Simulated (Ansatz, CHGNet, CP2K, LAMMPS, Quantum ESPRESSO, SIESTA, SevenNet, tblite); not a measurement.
## Zn2+ BF4- in dimethoxyethane and tetrahydrofuran at 400 K (85 atoms) in Quantum ESPRESSO

Wanted: Quantum ESPRESSO inputs and outputs for Zn2+ BF4- in dimethoxyethane and tetrahydrofuran at 400 K (85 atoms), checked against a plane-wave reference.

Main program and level: Quantum ESPRESSO 7.5; the method is named at each step.

## 1. Set-up

The cell holds 85 atoms: 20 C, 8 O, 46 H, 2 B, 8 F and 1 Zn. Cell: a = 9.806 Å, b = 9.806 Å, c = 9.806 Å, α = 90.0°, β = 90.0°, γ = 90.0°. 3 dimethoxyethane, 2 tetrahydrofuran, 1 Zn2+, 2 BF4- placed at random, at 1.15 g/cm³; overlaps pushed apart, then 10 ps at 550 K with stiff harmonic cages for PF6 and BF4 with UFF radii; divalent ions of Li, Roberts, Chakravorty and Merz (J. Chem. Theory Comput. 9, 2733 (2013)); MMFF94 bonds, angles, torsions, charges and radii (Halgren, J. Comput. Chem. 17, 490 (1996)) in harmonic and 12-6 forms; charges of ions scaled by 0.8. Snapshot after 30 ps at 400 K and fixed volume.

The yardstick, on the same geometry:

| Item | Value |
| --- | --- |
| method | Kohn-Sham DFT, PBE, PAW, plane waves (Ansatz 0.2.0); cutoff 420 eV, Γ point, fermi-dirac smearing of 0.05 eV; PAW set soft_2 |
| r.m.s. force component | 1.049 eV/Å |
| longest force | 4.128 eV/Å |
| pressure | 5.547 GPa |
| gap (highest filled to lowest empty level) | 3.958 eV |
| SCF cycles | 10 |
| time | 6.2 s on 4 threads of Arm Neoverse V2, shared host |
| CPU time | 23 s |

## 2. PBE, sssp-1.3.0-efficiency, 60/480 Ry

Method: Kohn-Sham DFT, PBE, SSSP efficiency 1.3.0 pseudopotentials, plane waves.

The input, pw.in:

```
&control
  calculation = 'scf'
  pseudo_dir = './pseudo'
  outdir = './tmp'
  disk_io = 'none'
  tprnfor = .true.
  tstress = .true.
/
&system
  ibrav = 0
  nat = 85
  ntyp = 6
  ecutwfc = 60
  ecutrho = 480
  nosym = .true.
  occupations = 'smearing'
  smearing = 'fd'
  degauss = 0.003675
/
&electrons
  conv_thr = 4.3e-07
  electron_maxstep = 100
  mixing_beta = 0.4
  mixing_mode = 'plain'
  diagonalization = 'david'
/
ATOMIC_SPECIES
C 12.011 C.upf
O 15.999 O.upf
H 1.008 H.upf
B 10.810 B.upf
F 18.998 F.upf
Zn 65.380 Zn.upf
CELL_PARAMETERS angstrom
9.80591 0.00000 0.00000
0.00000 9.80591 0.00000
0.00000 0.00000 9.80591
ATOMIC_POSITIONS crystal
C 0.49430 0.67028 0.91503
O 0.58372 0.77174 0.96257
C 0.50089 0.88437 0.02352
C 0.57155 0.00591 0.98123
O 0.71746 0.98636 0.99960
C 0.78197 0.11199 0.96926
H 0.54233 0.60830 0.84135
H 0.42789 0.73004 0.85200
H 0.43436 0.60009 0.98857
H 0.39539 0.89933 0.99091
H 0.50995 0.86561 0.12651
H 0.54515 0.03307 0.88058
H 0.55318 0.09449 0.05131
H 0.83564 0.10418 0.87344
H 0.70382 0.19674 0.97063
H 0.85987 0.13501 0.04880
C 0.05630 0.91621 0.05673
O 0.96201 0.86849 0.96166
C 0.01264 0.86643 0.82422
C 0.90581 0.83142 0.71858
O 0.77047 0.85350 0.77736
C 0.67268 0.83325 0.67067
H 0.01421 0.90513 0.15628
H 0.07455 0.02425 0.03998
H 0.15344 0.85902 0.04729
H 0.04922 0.96868 0.80863
H 0.10066 0.79777 0.80806
H 0.92425 0.89683 0.63411
H 0.91493 0.72689 0.66609
H 0.69200 0.90287 0.58982
H 0.67722 0.72228 0.66129
H 0.57043 0.85800 0.70423
C 0.00455 0.19451 0.45575
O 0.90856 0.12672 0.53993
C 0.77652 0.14688 0.50542
C 0.73089 0.29282 0.53262
O 0.59376 0.30550 0.48507
C 0.59857 0.32633 0.33836
H 0.11215 0.16437 0.46741
H 0.99244 0.30386 0.47890
H 0.96863 0.16639 0.35109
H 0.74163 0.10843 0.39931
H 0.71331 0.09008 0.57943
H 0.73482 0.29877 0.64401
H 0.79899 0.37343 0.48300
H 0.50032 0.36132 0.30696
H 0.69313 0.37253 0.30074
H 0.59040 0.22951 0.28914
C 0.25766 0.61918 0.41488
C 0.15933 0.51635 0.34874
C 0.13136 0.58414 0.21783
O 0.25743 0.65288 0.18418
C 0.30067 0.71384 0.30822
H 0.21542 0.67540 0.50009
H 0.33328 0.55961 0.46302
H 0.06416 0.49271 0.40280
[... 25 atom lines left out ...]
F 0.82157 0.63559 0.95440
F 0.76755 0.43948 0.84640
F 0.95569 0.53552 0.79706
Zn 0.78137 0.81120 0.96366
K_POINTS gamma
```

Command:

```bash
OMP_NUM_THREADS=1 mpirun -np 2 pw.x -in pw.in > output.txt
```

Log:

```text
Program PWSCF
     gamma-point specific algorithms are used
     Parallelization info
     sticks:   dense  smooth     PW     G-vecs:    dense   smooth      PW
     Min        6558    3278    819               565086   199678   24970
     Max        6559    3279    822               565095   199681   24971
     Sum       13117    6557   1641              1130181   399359   49941
     bravais-lattice index     =            0
     lattice parameter (alat)  =      18.5305  a.u.
     unit-cell volume          =    6362.9764 (a.u.)^3
     number of atoms/cell      =           85
     number of atomic types    =            6
     number of electrons       =       256.00
     number of Kohn-Sham states=          154
     kinetic-energy cutoff     =      60.0000  Ry
     charge density cutoff     =     480.0000  Ry
     scf convergence threshold =      4.3E-07
     mixing beta               =       0.4000
     number of iterations used =            8  plain     mixing
     Exchange-correlation= SLA  PW   PBE  PBE
                           (   1   4   3   4   0   0   0)
     crystal axes: (cart. coord. in units of alat)
               a(1) = (   1.000000   0.000000   0.000000 )
               a(2) = (   0.000000   1.000000   0.000000 )
               a(3) = (   0.000000   0.000000   1.000000 )
     reciprocal axes: (cart. coord. in units 2 pi/alat)
               b(1) = (  1.000000  0.000000  0.000000 )
               b(2) = (  0.000000  1.000000  0.000000 )
               b(3) = (  0.000000  0.000000  1.000000 )
     PseudoPot. # 1 for C :
     Pseudo is Projector augmented-wave + core cor, Zval =  4.0
     PseudoPot. # 2 for O :
     Pseudo is Projector augmented-wave + core cor, Zval =  6.0
     PseudoPot. # 3 for H :
     Pseudo is Ultrasoft, Zval =  1.0
     PseudoPot. # 4 for B :
     Pseudo is Ultrasoft + core correction, Zval =  3.0
     PseudoPot. # 5 for F :
     Pseudo is Ultrasoft, Zval =  7.0
     PseudoPot. # 6 for Zn:
     Pseudo is Ultrasoft, Zval = 20.0
     atomic species   valence    mass     pseudopotential
     C                 4.00    12.01100     C ( 1.00)
     O                 6.00    15.99900     O ( 1.00)
     H                 1.00     1.00800     H ( 1.00)
     B                 3.00    10.81000     B ( 1.00)
     F                 7.00    18.99800     F ( 1.00)
     Zn               20.00    65.38000     Zn( 1.00)
     No symmetry found
   Cartesian axes
     number of k points=     1  Fermi-Dirac smearing, width (Ry)=  0.0037
                       cart. coord. in units 2pi/alat
        k(    1) = (   0.0000000   0.0000000   0.0000000), wk =   2.0000000
     Dense  grid:   565091 G-vectors     FFT dimensions: ( 135, 135, 135)
     Smooth grid:   199680 G-vectors     FFT dimensions: (  96,  96,  96)
     Check: negative core charge=   -0.000001
     Initial potential from superposition of free atoms
     starting charge     255.9980, renormalised to     256.0000
     Starting wfcs are  211 randomized atomic wfcs
     Self-consistent Calculation
     iteration #  1     ecut=    60.00 Ry     beta= 0.40
     total energy              =   -1619.39461708 Ry
     estimated scf accuracy    <       7.81036644 Ry
     iteration #  2     ecut=    60.00 Ry     beta= 0.40
     total energy              =   -1619.96522771 Ry
     estimated scf accuracy    <       0.99749231 Ry
     iteration #  3     ecut=    60.00 Ry     beta= 0.40
     total energy              =   -1619.97678160 Ry
     estimated scf accuracy    <       0.18402825 Ry
     iteration #  4     ecut=    60.00 Ry     beta= 0.40
     total energy              =   -1619.98576393 Ry
     estimated scf accuracy    <       0.00993218 Ry
     iteration #  5     ecut=    60.00 Ry     beta= 0.40
     c_bands:  1 eigenvalues not converged
     total energy              =   -1619.98714358 Ry
     estimated scf accuracy    <       0.00102510 Ry
     iteration #  6     ecut=    60.00 Ry     beta= 0.40
     total energy              =   -1619.98732285 Ry
     estimated scf accuracy    <       0.00011318 Ry
     iteration #  7     ecut=    60.00 Ry     beta= 0.40
     total energy              =   -1619.98733698 Ry
     estimated scf accuracy    <       0.00001441 Ry
     iteration #  8     ecut=    60.00 Ry     beta= 0.40
     total energy              =   -1619.98733901 Ry
     estimated scf accuracy    <       0.00000308 Ry
     iteration #  9     ecut=    60.00 Ry     beta= 0.40
     End of self-consistent calculation
          k = 0.0000 0.0000 0.0000 ( 24971 PWs)   bands (ev):
  -123.9680 -78.2572 -78.2063 -78.1847 -25.5724 -25.3772 -24.5058 -24.1341
   -23.8981 -23.3971 -23.0864 -22.9554 -22.8054 -22.7620 -22.2956 -22.0690
   -21.6393 -21.5025 -20.9962 -20.6325 -15.5957 -15.2757 -14.9170 -14.6109
   -13.7987 -13.6639 -13.4363 -13.2184 -12.8585 -12.7841 -12.5670 -12.5271
   -11.4098 -11.2497 -11.0977 -10.2024 -10.0552  -9.8508  -9.6245  -9.5831
    -9.5617  -9.4529  -9.1923  -8.8962  -8.7900  -8.5648  -8.4325  -8.1486
    -7.9134  -7.9014  -7.8105  -7.6719  -7.5728  -7.5416  -7.5318  -7.4787
    -7.3593  -7.3391  -7.2694  -7.1884  -7.0777  -7.0168  -6.9389  -6.8673
    -6.8456  -6.7784  -6.5831  -6.4570  -6.1558  -6.1073  -6.0689  -6.0030
    -5.9413  -5.9007  -5.7736  -5.7211  -5.6383  -5.5191  -5.4307  -5.2792
    -5.2176  -5.1726  -5.0866  -5.0323  -4.9952  -4.8689  -4.8188  -4.7826
    -4.7137  -4.6674  -4.5628  -4.5376  -4.4595  -4.4104  -4.3226  -4.2678
    -4.1481  -4.1035  -4.0853  -3.9807  -3.9123  -3.8318  -3.7715  -3.7139
    -3.6024  -3.4824  -3.2698  -3.2239  -3.1860  -3.1056  -2.9974  -2.7999
    -2.7568  -2.7109  -2.7089  -2.6387  -2.6163  -2.5525  -2.4481  -2.3545
    -2.2558  -2.2023  -1.9070  -1.7378  -1.5076  -0.9760  -0.8400  -0.3536
     3.5995   3.8823   4.2649   4.4052   4.6788   4.7839   4.8699   4.9833
     5.2040   5.2747   5.3742   5.5767   5.6935   5.7410   5.7937   5.8385
     6.0221   6.0919   6.3105   6.4739   6.5544   6.6438   6.7084   6.7640
     7.0020   7.0613
     the Fermi energy is     1.3724 ev
!    total energy              =   -1619.98733947 Ry
     estimated scf accuracy    <       0.00000014 Ry
     smearing contrib. (-TS)   =      -0.00000000 Ry
     internal energy E=F+TS    =   -1619.98733947 Ry
     The total energy is F=E-TS. E is the sum of the following terms:
     one-electron contribution =   -2280.99717294 Ry
     hartree contribution      =    1222.70192111 Ry
     xc contribution           =    -309.74300818 Ry
     ewald contribution        =     -52.59756869 Ry
     one-center paw contrib.   =    -199.35151076 Ry
     convergence has been achieved in   9 iterations
     Forces acting on atoms (cartesian axes, Ry/au):
     atom    1 type  1   force =    -0.05893640   -0.03543259    0.00028470
     atom    2 type  2   force =    -0.11027766    0.00855808    0.03649314
     atom    3 type  1   force =     0.02946769   -0.03627283   -0.04498383
     atom    4 type  1   force =     0.05252181    0.07551542    0.08075165
     atom    5 type  2   force =    -0.07282902    0.10917827    0.01934660
     atom    6 type  1   force =     0.01865495    0.05329373    0.03580237
     atom    7 type  3   force =     0.04874302   -0.04175315   -0.02218266
     atom    8 type  3   force =    -0.05829691   -0.00294087   -0.01640551
     atom    9 type  3   force =     0.03959079    0.05470411   -0.01475761
     atom   10 type  3   force =    -0.00929199   -0.03451858   -0.00970883
     atom   11 type  3   force =    -0.00894490   -0.00849490    0.10101077
     atom   12 type  3   force =    -0.00118641    0.01999683   -0.06051882
[...]
atom   81 type  5   force =     0.02624803   -0.01872147    0.00800935
     atom   82 type  5   force =     0.03768396   -0.14705487    0.00603788
     atom   83 type  5   force =    -0.03300101   -0.04250825    0.03536279
     atom   84 type  5   force =     0.08380168   -0.00046433    0.01654879
     atom   85 type  6   force =    -0.05510706    0.02027619   -0.03055051
     Total force =     0.653953     Total SCF correction =     0.001024
     Computing stress (Cartesian axis) and pressure
          total   stress  (Ry/bohr**3)                   (kbar)     P=       56.56
   0.00026239  -0.00000594   0.00000532           38.60       -0.87        0.78
  -0.00000594   0.00043335  -0.00005006           -0.87       63.75       -7.36
   0.00000532  -0.00005006   0.00045766            0.78       -7.36       67.32
     Message from routine punch:
     Nothing written, as per user request (disk_io='none')
```

Wall time 92 s (2 MPI ranks of Arm Neoverse V2, shared host); peak memory 2.3 GiB; 3.1 min of CPU time.

Banners, paths, timers and routine set-up lines are dropped from the logs unmarked, and long logs keep their key lines alone; longer cuts are marked.

Compared with the plane-wave run:

```
r.m.s. force component                           : 1.053 eV/Å
r.m.s. difference of force components            : 23.57 meV/Å
longest difference of force vectors              : 133.9 meV/Å
force difference over r.m.s. force               : 2.246 %
slope of forces against the reference's          : 1.003
correlation of force components                  : 0.9998
gap (highest filled to lowest empty level) : 3.953 eV
gap difference                                   : -0.0049 eV
pressure                                         : 5.656 GPa
pressure difference                              : 0.1084 GPa
```

Length of the force difference by element (eV/Å):

```tsv
element	atoms	mean	most
B	2	0.071	0.073
C	20	0.043	0.068
F	8	0.085	0.13
H	46	0.010	0.015
O	8	0.036	0.067
Zn	1	0.018	0.018
```

Levels nearest the highest filled one (eV from it): -2.26, -2.20, -2.09, -2.00, -1.90, -1.85, -1.55, -1.38, -1.15, -0.62, -0.49, 0.00, 3.95, 4.24, 4.62, 4.76, 5.03, 5.14, 5.22, 5.34, 5.56, 5.63, 5.73, 5.93.

The surroundings of F76, which bears the longest force, nearest first, numbered as they follow in the input and with coordinates relative to it.

```tsv
atom	x	y	z	distance (Å)	bonds	Fx	Fy	Fz (eV/Å)
F76	0.00	0.00	0.00	0.00	2	0.23	-0.94	4.01
B75	-0.32	-0.04	1.40	1.44	4	1.05	0.67	2.17
Zn85	-0.08	0.31	-1.77	1.80	6	-1.42	0.52	-0.79
F77	-0.79	1.25	1.74	2.29	1	-0.52	-0.26	-0.37
F82	0.32	-1.41	-1.87	2.36	2	0.97	-3.78	0.16
F79	-1.19	-1.05	1.76	2.37	1	-0.51	-0.13	-0.61
F78	0.88	-0.23	2.20	2.38	1	-0.19	0.00	-0.88
H23	2.20	1.23	0.11	2.53	1	-0.41	-0.34	0.94
O5	-0.71	2.03	-1.42	2.58	3	-1.87	2.81	0.50
O18	1.69	0.87	-1.79	2.62	3	1.84	-0.45	-1.20
O2	-2.02	-0.08	-1.79	2.70	3	-2.84	0.22	0.94
```

Forces lie 2.2 % from the reference's, at 7.9 times its CPU time (on 2 against 4 cores).

## 3. Results

```json
{"force difference from the reference": "QE PBE, sssp-1.3.0-efficiency, 60/480 Ry, 2.2 %", "its CPU time": "3.1 min"}
```

PBE on plane waves or a grid with other potentials, cutoffs or grids differs from the reference by 2.2 % (QE PBE, sssp-1.3.0-efficiency, 60/480 Ry) of the r.m.s. force; this holds the reference's own error, so differences of a few per cent don't tell which side is nearer the exact PBE result (QE's 60 Ry are 816 eV, against the reference's 420 eV). PBE gaps agree with the reference's 3.96 eV within 0.005 eV. The potentials hold different valence shells: 248 electrons in the reference, 256 in Quantum ESPRESSO with SSSP; this bears on time and differences. The network of contacts between molecules at the start is that of the classical potential that made the cell, and needn't be the one that DFT or experiment would give. The reference's PBE has no dispersion term, which matters for the binding between molecules or layers. The density was typed from a rule of thumb and may lie off the real one at this temperature. The electronic-structure runs sample only Γ, in a cell whose shortest periodic width is 10 Å.

[Also dropped from logs without a mark: logging warnings of Python, and SIESTA's first energy breakdown and zero terms.]

[Logs are printed without paths, hosts, clocks, repeated set-up lines and the standing remarks that a program may print on its own settings, such as how far it seeks lower states.]

[Hosts, paths, dates, database ids (printed as entryN), source tags and the programs' standing remarks are cut or masked in the printed files.]

[The MMFF94 radii named for the starting cell were scaled by 0.96; in molecules described by MMFF94, hydrogen bound to N, O or S took a small fixed 12-6 site in their place.]
